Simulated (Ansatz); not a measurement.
# Y2ClO2F (built on the sites of a database entry of YOF): following an unstable mode, part 2 of 2

Wanted: the energy along a soft mode of Y2ClO2F (built on the sites of a database entry of YOF) and the structure at the end.

Ansatz 0.2.0; DFT PBEsol, scalar-relativistic, plane waves, PAW.

So far, highest frequency on the path or at a solved wavevector (cm⁻¹): step 2 (the dispersion) 565. Also lowest frequency on the path (cm⁻¹): step 2 -159.

The structure was built from a prototype and need not be the compound's stable phase.

## (4) The mode frozen in, largest atomic shift 0.6 Å

The atoms are moved along the unstable eigenvector, the largest shift by 0.6 Å, with the cell fixed.

Contents of input.yaml:

```yaml
crystal:
  lattice:
    - [-3.9678556729, 0.0, 0.0]
    - [0.0, 0.0, -5.8386826923]
    - [0.0, -7.9357113458, 0.0]
  atoms:
    - { symbol: "Y", position: [0.5, 0.3152255602, 0.5117255097] }
    - { symbol: "Y", position: [0.5, 0.3152255602, -0.0117255097] }
    - { symbol: "Y", position: [0.0, 0.6784730668, 0.25] }
    - { symbol: "Y", position: [0.0, 0.6910758128, 0.75] }
    - { symbol: O, position: [0.0, 0.5, 0.5062339236] }
    - { symbol: O, position: [0.0, 0.5, -0.0062339236] }
    - { symbol: O, position: [0.5, 0.4592451463, 0.25] }
    - { symbol: O, position: [0.5, 0.5407548537, 0.75] }
    - { symbol: F, position: [0.5, -0.1027629059, 0.25] }
    - { symbol: F, position: [0.5, 0.1027629059, 0.75] }
    - { symbol: Cl, position: [0.0, 0.0, 0.4964525037] }
    - { symbol: Cl, position: [0.0, 0.0, 0.0035474963] }
kpoints:
  mp_grid: { grid: [6, 4, 4] }
hamiltonian:
  xc: pbesol
scf:
  occupations: { method: gaussian, width: 0.02 }
output:
  forces: true
  stress: true
  eigenvalues: true
```

Launch:

```bash
ansatz run input.yaml --threads 8 --pin off --max-ram 14336MiB --backend cpu --events-out ev --progress --plain --runs-dir out
```

Numbers of over 12 decimals in the logs are rounded to 6 here.

Output:

```text
[...]
Crystal: 12 atoms, lattice volume = 183.847 Å³
Basis set: ecut = 420 eV, 3613 PW (Γ), exchange–correlation on 54×80×108 points (8 copies of the dense FFT grid, shifted against one another)
Bands: 60, of which v1, the nominal top of the filled ones, is band 48 counted from 1 (47 counted from 0)
Symmetry: 4 space group operations
[...]
k-points: 36 of 96 (time reversal used)
[...]
k-point 0: bands = [... 44 lower, 7.1869, 7.2006, 7.2506, 7.3464, 12.5808, 12.6268, 12.7744, 13.0109, ... 4 higher]
  k-point 1: bands = [... 44 lower, 7.0636, 7.1434, 7.1678, 7.3844, 12.6961, 12.8604, 12.9334, 13.0390, ... 4 higher]
  k-point 2: bands = [... 44 lower, 7.0138, 7.0433, 7.1735, 7.3930, 12.8262, 13.0264, 13.1586, 13.2368, ... 4 higher]
  k-point 35: bands = [... 44 lower, 6.5592, 6.7388, 7.1592, 7.1838, 12.4508, 12.4565, 13.0054, 13.2243, ... 4 higher]
[key lines of the parts left out:]
SCF converged after 9 iterations
Free energy (F): -21171.409509 eV
Fermi energy:    9.987282 eV
P = ⅓ Tr σ = 2.4920 GPa (24.920 kbar)
```

Wall time 4.8 s (8 threads of Arm Neoverse V2, shared host); peak memory 0.81 GiB; 36 s of CPU time.

This step gave:

```yaml
pressure: 2.492 GPa
gap_on_the_k_mesh: 4.927 eV
energy_from_the_undistorted_cell: -16.75 meV/atom
```

The energy, extrapolated to zero smearing, is -16.75 meV/atom against the undistorted cell.

The run ends at a pressure of 2.49 GPa, with forces up to 1.1 eV/Å.

## (5) Energy along the mode, all amplitudes (two of the runs are shown above)

An imaginary frequency means negative curvature, so the energy should fall and then rise again as anharmonic terms take over.

Numbers from this step:

- depth at the lowest point sampled: 16.75 meV/atom
- largest atomic shift at that point: 0.6 Å

Table of energy from the parent by largest atomic shift:

```tsv
largest atomic shift (Å)	energy from the parent (meV/atom)
0.000	0
0.040	-0.204
0.080	-0.808
0.140	-2.41
0.220	-5.62
0.320	-10.6
0.450	-16.3
0.600	-16.8
```

Displacement at unit largest shift by atom:

```tsv
atom	x (Å)	y (Å)	z (Å)	size
Y1	0.00	-0.15	0.00	0.15
Y2	0.00	0.15	0.00	0.15
Y3	0.00	0.00	0.06	0.06
Y4	0.00	0.00	-0.06	0.06
O5	0.00	-0.08	0.00	0.08
O6	0.00	0.08	0.00	0.08
O7	0.00	0.00	0.40	0.40
O8	0.00	0.00	-0.40	0.40
F9	0.00	0.00	1.00	1.00
F10	0.00	0.00	-1.00	1.00
Cl11	0.00	0.05	0.00	0.05
Cl12	0.00	-0.05	0.00	0.05
```

The lowest of the steps tried is the last one, at 0.6 Å, 16.8 meV/atom below the parent; the bottom of the well need not coincide with a step.

## (6) Relaxing from the distorted cell

Starting from the lowest point found, all atoms and the cell are let go, so that strain and other modes of the same symmetry can join in.

Edit input.yaml of step 4 so:

```diff
@@ -23,3 +23,3 @@
 scf:
-  occupations: { method: gaussian, width: 0.02 }
+  occupations: { method: fixed }
 output:
@@ -28 +28,6 @@
   eigenvalues: true
+relax:
+  adjacent_minimum: "off"
+  f_tol: 0.002
+  max_steps: 120
+  cell: { stress_tol: 0.03 }
```

Output:

```text
[...]
Crystal: 12 atoms, lattice volume = 183.847 Å³
Basis set: ecut = 420 eV, 3613 PW (Γ), exchange–correlation on 54×80×108 points (8 copies of the dense FFT grid, shifted against one another)
Bands: 60, of which v1, the nominal top of the filled ones, is band 48 counted from 1 (47 counted from 0)
Symmetry: 4 space group operations
[...]
k-points: 36 of 96 (time reversal used)
[...]
SCF iter   1: F=—  HF=-21171.478506 eV  |F-HF|=—  |Δ(HF+E_count)|=         —  Δρ=1.36e-2  dr2=2.91e-1  ethr=1.77e-3  ⟨swp⟩=4.5  Hψ=7104  notcnv=0  defer=315
[...]
SCF iter   9: F=-21171.409509 eV  HF=-21171.409509 eV  |F-HF|=1.27e-8  |Δ(HF+E_count)|=   1.75e-7  Δρ=4.25e-6  dr2=2.64e-8  ethr=1.04e-10  ⟨swp⟩=13.7  Hψ=10459  notcnv=0
SCF 1 converged in 9 iterations: F = -21171.409509 eV  dr2 = 2.64e-8
[...]
relax step   1: F+E_penalty+E_count = -21171.40950883 eV  Δ(F+E_penalty+E_count) = +0.000e0 eV  max|allowed force component| = 1.045e0 eV/Å  Δτ_max = 0.0000 Å  P = +2.492 GPa  Ω = 183.847 Å³  (9 SCF iters, dr2 threshold 1.00e-7 eV, accepted)
Crystal: 12 atoms, lattice volume = 191.568 Å³
Basis set: ecut = 420 eV, 3739 PW (Γ), exchange–correlation on 54×80×108 points (8 copies of the dense FFT grid, shifted against one another)
[...]
iter 1 solved again at ethr=2.54e-4 eV; its pass at ethr=3.10e-3 eV (dr2=2.44e-1 eV) is discarded
[...]
SCF iter   8: F=-21171.684006 eV  HF=-21171.684006 eV  |F-HF|=1.00e-7  |Δ(HF+E_count)|=   3.68e-6  Δρ=1.85e-5  dr2=5.32e-7  ethr=1.25e-9  ⟨swp⟩=13.8  Hψ=11821  notcnv=0
SCF 2 converged in 8 iterations: F = -21171.684006 eV  dr2 = 5.32e-7
relax step   2: F+E_penalty+E_count = -21171.68400587 eV  Δ(F+E_penalty+E_count) = -2.745e-1 eV  max|allowed force component| = 8.621e-1 eV/Å  Δτ_max = 0.1252 Å  P = -0.802 GPa  Ω = 191.568 Å³  energy of the carried Pulay correction = -1.922e-2 eV  (8 SCF iters, dr2 threshold 1.20e-6 eV, accepted)
Crystal: 12 atoms, lattice volume = 191.037 Å³
[...]
SCF iter   7: F=-21171.817572 eV  HF=-21171.817571 eV  |F-HF|=3.36e-7  |Δ(HF+E_count)|=   2.08e-6  Δρ=2.20e-5  dr2=1.07e-6  ethr=1.25e-9  ⟨swp⟩=12.2  Hψ=13268  notcnv=0
SCF 3 converged in 7 iterations: F = -21171.817572 eV  dr2 = 1.07e-6
relax step   3: F+E_penalty+E_count = -21171.81757158 eV  Δ(F+E_penalty+E_count) = -1.336e-1 eV  max|allowed force component| = 6.175e-1 eV/Å  Δτ_max = 0.1330 Å  P = -0.863 GPa  Ω = 191.037 Å³  energy of the carried Pulay correction = -1.792e-2 eV  (7 SCF iters, dr2 threshold 1.20e-6 eV, accepted)
[... from here on, the SCF cycles and remarks between the steps are left out ...]
relax step   4: F+E_penalty+E_count = -21171.90654599 eV  Δ(F+E_penalty+E_count) = -8.897e-2 eV  max|allowed force component| = 3.707e-1 eV/Å  Δτ_max = 0.1950 Å  P = -0.274 GPa  Ω = 190.893 Å³  energy of the carried Pulay correction = -1.757e-2 eV  (7 SCF iters, dr2 threshold 1.20e-6 eV, accepted)
relax step   5: F+E_penalty+E_count = -21171.89959194 eV  Δ(F+E_penalty+E_count) = +6.954e-3 eV  max|allowed force component| = 4.720e-1 eV/Å  Δτ_max = 0.0721 Å  P = +0.448 GPa  Ω = 190.681 Å³  energy of the carried Pulay correction = -1.705e-2 eV  (7 SCF iters, dr2 threshold 1.20e-6 eV, rejected (line search))
relax step   6: F+E_penalty+E_count = -21171.92040896 eV  Δ(F+E_penalty+E_count) = -1.386e-2 eV  max|allowed force component| = 2.788e-2 eV/Å  Δτ_max = 0.0231 Å  P = -0.021 GPa  Ω = 190.963 Å³  energy of the carried Pulay correction = -1.774e-2 eV  (12 SCF iters, accepted)
relax step   7: F+E_penalty+E_count = -21171.92048515 eV  Δ(F+E_penalty+E_count) = -7.620e-5 eV  max|allowed force component| = 2.396e-2 eV/Å  Δτ_max = 0.0054 Å  P = +0.021 GPa  Ω = 190.996 Å³  energy of the carried Pulay correction = -1.782e-2 eV  (6 SCF iters, dr2 threshold 4.86e-8 eV, accepted)
relax step   8: F+E_penalty+E_count = -21171.92044174 eV  Δ(F+E_penalty+E_count) = +4.341e-5 eV  max|allowed force component| = 5.183e-3 eV/Å  Δτ_max = 0.0027 Å  P = -0.013 GPa  Ω = 191.031 Å³  energy of the carried Pulay correction = -1.791e-2 eV  (5 SCF iters, dr2 threshold 3.59e-8 eV, accepted)
relax step   9: F+E_penalty+E_count = -21171.92045210 eV  Δ(F+E_penalty+E_count) = -1.036e-5 eV  max|allowed force component| = 1.453e-2 eV/Å  Δτ_max = 0.0030 Å  P = +0.014 GPa  Ω = 191.021 Å³  energy of the carried Pulay correction = -1.788e-2 eV  (6 SCF iters, dr2 threshold 7.55e-9 eV, rejected (line search))
relax step  10: F+E_penalty+E_count = -21171.92051691 eV  Δ(F+E_penalty+E_count) = -7.517e-5 eV  max|allowed force component| = 8.593e-4 eV/Å  Δτ_max = 0.0008 Å  P = +0.000 GPa  Ω = 191.011 Å³  energy of the carried Pulay correction = -1.786e-2 eV  (9 SCF iters, accepted)
relax step  11: F+E_penalty+E_count = -21171.95745237 eV  Δ(F+E_penalty+E_count) = -3.694e-2 eV  max|allowed force component| = 1.739e-3 eV/Å  Δτ_max = 0.0000 Å  P = +0.305 GPa  Ω = 191.011 Å³  stress off target by 6.98e-1 GPa  SCF on the basis re-selected at this cell (its energy is not comparable with the rows above)  (8 SCF iters)
relax step  12: F+E_penalty+E_count = -21171.95793131 eV  Δ(F+E_penalty+E_count) = -4.789e-4 eV  max|allowed force component| = 2.050e-2 eV/Å  Δτ_max = 0.0161 Å  P = +0.079 GPa  Ω = 191.856 Å³  energy of the carried Pulay correction = -2.144e-3 eV  (6 SCF iters, dr2 threshold 1.20e-6 eV, accepted)
relax step  13: F+E_penalty+E_count = -21171.95680036 eV  Δ(F+E_penalty+E_count) = +1.131e-3 eV  max|allowed force component| = 3.911e-2 eV/Å  Δτ_max = 0.0152 Å  P = +0.006 GPa  Ω = 192.391 Å³  energy of the carried Pulay correction = -3.531e-3 eV  (7 SCF iters, dr2 threshold 7.65e-8 eV, accepted)
relax step  14: F+E_penalty+E_count = -21171.95722722 eV  Δ(F+E_penalty+E_count) = -4.269e-4 eV  max|allowed force component| = 7.164e-3 eV/Å  Δτ_max = 0.0043 Å  P = -0.007 GPa  Ω = 192.327 Å³  energy of the carried Pulay correction = -3.362e-3 eV  (6 SCF iters, dr2 threshold 9.56e-8 eV, accepted)
relax step  15: F+E_penalty+E_count = -21171.95732597 eV  Δ(F+E_penalty+E_count) = -9.875e-5 eV  max|allowed force component| = 3.782e-3 eV/Å  Δτ_max = 0.0013 Å  P = +0.003 GPa  Ω = 192.292 Å³  energy of the carried Pulay correction = -3.271e-3 eV  (6 SCF iters, dr2 threshold 3.21e-9 eV, accepted)
relax step  16: F+E_penalty+E_count = -21171.95730269 eV  Δ(F+E_penalty+E_count) = +2.328e-5 eV  max|allowed force component| = 7.667e-4 eV/Å  Δτ_max = 0.0004 Å  P = +0.001 GPa  Ω = 192.302 Å³  energy of the carried Pulay correction = -3.297e-3 eV  (6 SCF iters, dr2 threshold 8.94e-10 eV, accepted)
relax step  17: F+E_penalty+E_count = -21171.96089042 eV  Δ(F+E_penalty+E_count) = -3.588e-3 eV  max|allowed force component| = 7.533e-4 eV/Å  Δτ_max = 0.0000 Å  P = +0.009 GPa  Ω = 192.302 Å³  stress off target by 4.13e-2 GPa  SCF on the basis re-selected at this cell (its energy is not comparable with the rows above)  (6 SCF iters)
relax step  18: F+E_penalty+E_count = -21171.96074453 eV  Δ(F+E_penalty+E_count) = +1.459e-4 eV  max|allowed force component| = 1.677e-3 eV/Å  Δτ_max = 0.0019 Å  P = +0.003 GPa  Ω = 192.366 Å³  energy of the carried Pulay correction = -1.590e-4 eV  (6 SCF iters, dr2 threshold 4.26e-9 eV, accepted)
[...]
SCF iter   1: F=—  HF=-21171.960601 eV  |F-HF|=—  |Δ(HF+E_count)|=         —  Δρ=4.59e-6  dr2=1.01e-8  ethr=7.82e-8  ⟨swp⟩=3.6  Hψ=12722  notcnv=0  defer=354
eigensolver tolerance schedule: the retry pair's looser diagonalisation over-reported the residual by 7454.60 of it (diagonalisation noise at 0.23 of the residual, at the tolerance the schedule requests for it); recorded, not acted on — ethr = c·dr2/N_el stays at c = 1.0e-1
[...]
SCF iter   2: F=—  HF=-21171.960896 eV  |F-HF|=—  |Δ(HF+E_count)|=   2.95e-4  Δρ=2.36e-6  dr2=4.26e-9  ethr=1.05e-11  ⟨swp⟩=3.0  Hψ=4744  notcnv=0  defer=336
[...]
SCF iter   5: F=-21171.960896 eV  HF=-21171.960896 eV  |F-HF|=3.64e-12  |Δ(HF+E_count)|=  3.27e-11  Δρ=1.92e-7  dr2=4.20e-11  ethr=1.00e-12  ⟨swp⟩=13.9  Hψ=10663  notcnv=0
SCF 19 converged in 5 iterations: F = -21171.960896 eV  dr2 = 4.20e-11
relax step  19: F+E_penalty+E_count = -21171.96089639 eV  Δ(F+E_penalty+E_count) = -1.519e-4 eV  max|allowed force component| = 1.669e-3 eV/Å  Δτ_max = 0.0000 Å  P = +0.003 GPa  Ω = 192.366 Å³  stress off target by 6.01e-3 GPa  SCF on the basis re-selected at this cell (its energy is not comparable with the rows above)  (5 SCF iters)
[...]
SCF converged after 5 iterations
Free energy (F): -21171.960896 eV
[...]
Internal energy: -21171.960896 eV  (E = F + TS)
E sigma→0 (E₀):  -21171.960896 eV
Fermi energy:    6.741497 eV
[...]
--- Forces (eV/Å), atoms counted from 1 ---
  atom   1  Y     -0.00000000    -0.00016757     0.00046740
  atom   2  Y      0.00000000     0.00016757     0.00046740
  atom   3  Y      0.00000000     0.00000000    -0.00166933
  atom   4  Y      0.00000000     0.00000000    -0.00087425
  atom   5  O      0.00000000     0.00001223    -0.00021489
  atom   6  O      0.00000000    -0.00001223    -0.00021489
  atom   7  O      0.00000000     0.00000000    -0.00038467
  atom   8  O      0.00000000     0.00000000     0.00067741
  atom   9  F      0.00000000     0.00000000     0.00108441
  atom  10  F      0.00000000     0.00000000     0.00074804
  atom  11  Cl    -0.00000000    -0.00030916    -0.00004327
  atom  12  Cl    -0.00000000     0.00030916    -0.00004327
  max |Σ_I F_I| component: 8.68e-8 eV/Å
--- Stress (GPa, compression-positive) ---
        0.001878       0.000000       0.000000
        0.000000       0.001722       0.000000
        0.000000       0.000000       0.006010
  P = ⅓ Tr σ = 0.0032 GPa (0.032 kbar)
--- Band table (eV; the first three rows and the last of 36) ---
  k-point 0: bands = [... 44 lower, 6.1905, 6.4347, 6.4917, 6.6125, 11.9183, 12.0233, 12.2009, 12.4595, ... 8 higher]
  k-point 1: bands = [... 44 lower, 6.2151, 6.3226, 6.3915, 6.6087, 12.0882, 12.1980, 12.3418, 12.5483, ... 8 higher]
  k-point 2: bands = [... 44 lower, 6.1714, 6.2030, 6.3431, 6.6038, 12.2505, 12.3935, 12.4516, 12.6430, ... 8 higher]
  k-point 35: bands = [... 44 lower, 5.9204, 5.9970, 6.3350, 6.6372, 11.7644, 11.8302, 12.4355, 12.4390, ... 8 higher]
--- Relaxed structure (16 steps of the walk, 14 accepted, 3 SCFs on fresh bases) ---
  F+E_penalty+E_count = -21171.96089639 eV   max|allowed force component| = 1.669e-3 eV/Å   (the final SCF, on the basis selected at the relaxed cell)
  cell:  # Å, volume = 192.3659 Å³
    - [-3.907927, 0.0, 0.0]
    - [0.0, 0.0, -6.213854]
    - [0.0, -7.921738, 0.0]
  atoms:
    - { symbol: Y, position: [0.5, 0.335978, 0.519175] }
    - { symbol: Y, position: [0.5, 0.335978, -0.019175] }
    - { symbol: Y, position: [0, 0.648915, 0.25] }
    - { symbol: Y, position: [0, 0.714536, 0.750000] }
    - { symbol: O, position: [0, 0.513150, 0.511676] }
    - { symbol: O, position: [0, 0.513150, -0.011676] }
    - { symbol: O, position: [0.5, 0.411806, 0.25] }
    - { symbol: O, position: [0.5, 0.564890, 0.750000] }
    - { symbol: F, position: [0.5, -0.180259, 0.25] }
    - { symbol: F, position: [0.5, 0.118650, 0.750000] }
    - { symbol: Cl, position: [0, 0.011602, 0.482115] }
    - { symbol: Cl, position: [0, 0.011602, 0.017885] }
```

The job ended after 1.7 min (8 threads; peak memory 0.94 GiB; 13 min of CPU time).

The steps of the relaxation:

```tsv
step	energy less that of the first step (eV)	largest force component (eV/Å)	pressure (GPa)	volume (Å³)
1	0.0000	1.0449	2.49	183.85
2	-0.2745	0.8621	-0.80	191.57
3	-0.4081	0.6175	-0.86	191.04
4	-0.4970	0.3707	-0.27	190.89
5	-0.4901	0.4720	0.45	190.68
6	-0.5109	0.0279	-0.02	190.96
7	-0.5110	0.0240	0.02	191.00
8	-0.5109	0.0052	-0.01	191.03
9	-0.5109	0.0145	0.01	191.02
10	-0.5110	0.0009	0.00	191.01
11*	-0.5479	0.0017	0.30	191.01
12	-0.5484	0.0205	0.08	191.86
13	-0.5473	0.0391	0.01	192.39
14	-0.5477	0.0072	-0.01	192.33
15	-0.5478	0.0038	0.00	192.29
16	-0.5478	0.0008	0.00	192.30
17*	-0.5514	0.0008	0.01	192.30
18	-0.5512	0.0017	0.00	192.37
19*	-0.5514	0.0017	0.00	192.37
```

Relaxation steps marked * repeat the geometry before them on a plane-wave basis chosen anew for their cell, so energy and pressure can jump there. Relaxation steps 5, 9 were tried and not accepted.

Forces are held to the 4 operations that the run works with; a distortion that breaks them can't arise in this run.

```tsv
cell as run	before	after	change
a (Å)	3.968	3.908	-1.5 %
b (Å)	5.839	6.214	+6.4 %
c (Å)	7.936	7.922	-0.2 %
volume (Å³/atom)	15.32	16.03	+4.6 %
```

The atoms that moved most (Å, as changes of fractional coordinates times the final cell):

```tsv
atom	dx	dy	dz	length
F9	0.000	0.000	0.482	0.482
O7	0.000	0.000	0.295	0.295
Y3	0.000	0.000	0.184	0.184
O8	0.000	0.000	-0.150	0.150
Y4	0.000	0.000	-0.146	0.146
Y1	0.000	-0.059	-0.129	0.142
Y2	0.000	0.059	-0.129	0.142
Cl12	0.000	-0.114	-0.072	0.135
```

The relaxed structure:

```xyz
12
Lattice="-3.9079 0.0000 0.0000 0.0000 0.0000 -6.2139 0.0000 -7.9217 0.0000" Properties=species:S:1:pos:R:3 pbc="T T T"
Y    -1.9540   -4.1128   -2.0877
Y    -1.9540    0.1519   -2.0877
Y     0.0000   -1.9804   -4.0323
Y     0.0000   -5.9413   -4.4400
O     0.0000   -4.0534   -3.1886
O     0.0000    0.0925   -3.1886
O    -1.9540   -1.9804   -2.5589
O    -1.9540   -5.9413   -3.5101
F    -1.9540   -1.9804    1.1201
F    -1.9540   -5.9413   -0.7373
Cl    0.0000   -3.8192   -0.0721
Cl    0.0000   -0.1417   -0.0721
```

Numbers from this step:

| Item | Value |
| --- | --- |
| pressure | 0.003203 GPa |
| gap on the k-mesh | 5.023 eV |
| volume per atom | 16.03 Å³ |

The distorted start has space group Pmm2; the relaxation ends in Pmm2.

## (7) The phases reached

The phases reached along the modes that were followed are set side by side.

Energies are those of the first relaxation, on the mesh of the frozen mode; space group, volume and gap are those of the last relaxation. Phases, by row:

```tsv
mode frozen in	space group	energy from parent (meV/atom)	volume (Å³/atom)	gap on mesh (eV)	lowest zone-centre optical mode (cm⁻¹)	largest shift (Å)
parent	P-4m2	0	15.32	5.03	–	–
q = (-0.5, -0.5, 0), 159i cm⁻¹	P-42_1m	-66.91	16.26	5.216	–	0.806
q = (0, -0.5, 0), 131i cm⁻¹	Pmm2	-62.7	16.03	5.023	–	1.12
```

## (8) What came out

```json
{
  "unstable mode of the parent": "q = (0, -0.5, 0), 131i cm⁻¹",
  "depth at the lowest point sampled": "16.8 meV/atom",
  "largest atomic shift at that point": "0.6 Å",
  "space group reached (within 0.01 Å)": "Pmm2",
  "energy gained over the parent (first relaxation, on the mesh of the frozen mode)": "62.7 meV/atom",
  "volume per atom, phase reached": "16.0 Å³",
  "gap on the k-mesh, phase reached": "5.02 eV"
}
```

What this shows: Along this mode the structure falls into Pmm2, 62.7 meV/atom below the parent. At the parent's cell the well is 16.75 meV/atom deep on the steps tried, with its lowest point at a shift of 0.6 Å. That is the last step tried, so the steps alone don't bracket the bottom of the well. Relaxing atoms and cell changes the gain by +45.95 meV/atom against the lowest step (energies at zero smearing). Most of the total comes from this relaxation. The modes of the phase reached were not computed on this path. Of the 2 patterns followed to their end from this parent, this one ends 4.20 meV/atom above the lowest, P-42_1m. Each path keeps the symmetry of its pattern, so a lower phase may lie along a pattern not tried. The q mesh stands for a supercell only 7.9 Å across, so branches between the solved wavevectors are rough. The program warns that the interpolation holds no quadrupole term, so branches close to Γ can be off in this crystal. The starting cell was built on a prototype and not taken from a measurement, so the phase need not exist.

[Logs are printed without paths, hosts, clocks, repeated set-up lines and the standing remarks that a program may print on its own settings, such as how far it seeks lower states.]

[Hosts, paths, dates, database ids (printed as entryN), source tags and the programs' standing remarks are cut or masked in the printed files.]
